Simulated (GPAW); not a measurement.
Records of electronic-structure calculations. Some values are withheld and marked by numbers in brackets.

```
Quasiparticle gap of VBiO4 (Dreyerite) in GPAW
1.0
    -3.65150    3.65150    3.29200
     3.65150   -3.65150    3.29200
     3.65150    3.65150   -3.29200
V Bi O
2 2 8
Direct
  0.50000 0.50000 0.00000
  0.25000 0.75000 0.50000
  0.75000 0.25000 0.50000
  0.00000 0.00000 0.00000
  0.15500 0.33300 0.82200
  0.08300 0.76100 0.67800
  0.51100 0.33300 0.17800
  0.08300 0.40500 0.32200
  0.59500 0.91700 0.67800
  0.66700 0.84500 0.17800
  0.23900 0.91700 0.32200
  0.66700 0.48900 0.82200
# method: DFT, LDA, plane waves, PAW (and 1 further level or step)
# program: GPAW 26.7.0
# settings of one run: cutoff 600 eV, GPAW PAW setups 1.2.1 data release, 4×4×4 k-mesh, nbands 408
# cost: 4 runs, 22 min in all on 4 MPI ranks of Arm Neoverse V2, shared host (the runs of this entry)
# notes: The cell and positions come from the Crystallography Open Database and are kept as given unless a step says otherwise. Limits: no spin polarisation; no spin-orbit coupling. Only 2 of the mesh’s irreducible points were corrected, so a valley elsewhere could overtake. Bands and cutoff are finite, so the gap is not at the basis limit. The miss can reach some tenths of an eV and take either sign; the mesh is an error of its own. The runs have no spin polarisation. For a closed low-spin shell that is the natural state; where a d or f shell is open it is a constraint, and the gap is then not the crystal’s own.
# LDA gap: [1]
# G0W0 gap on the mesh: 4.72 eV
# G0W0 gap over the zone (rigid shift): 4.57 eV
# GW settings: 4×4×4 mesh, 185 bands, screening to 60 eV, Godby-Needs plasmon pole
# known limits: not at the basis limit; no spin polarisation; no spin-orbit coupling
```

Q: Give the missing entries.

[1] LDA gap (VBiO4 (Dreyerite)): 2.70 eV, direct. A denser mesh or path gives a starting gap of 2.70 eV: the GW mesh misses a band edge, so its gaps are not the fundamental one.

[Paths, hosts, dates, memory and timing lines, banners, echoed tables and standing remarks are left out of the program output.]

[Logs are printed without paths, hosts, clocks, repeated set-up lines and the standing remarks that a program may print on its own settings, such as how far it seeks lower states.]

[Runs of the session that timed out or met a known fault of the program may be left out.]

[Hosts, paths, dates, database ids (printed as entryN), source tags and the programs' standing remarks are cut or masked in the printed files.]
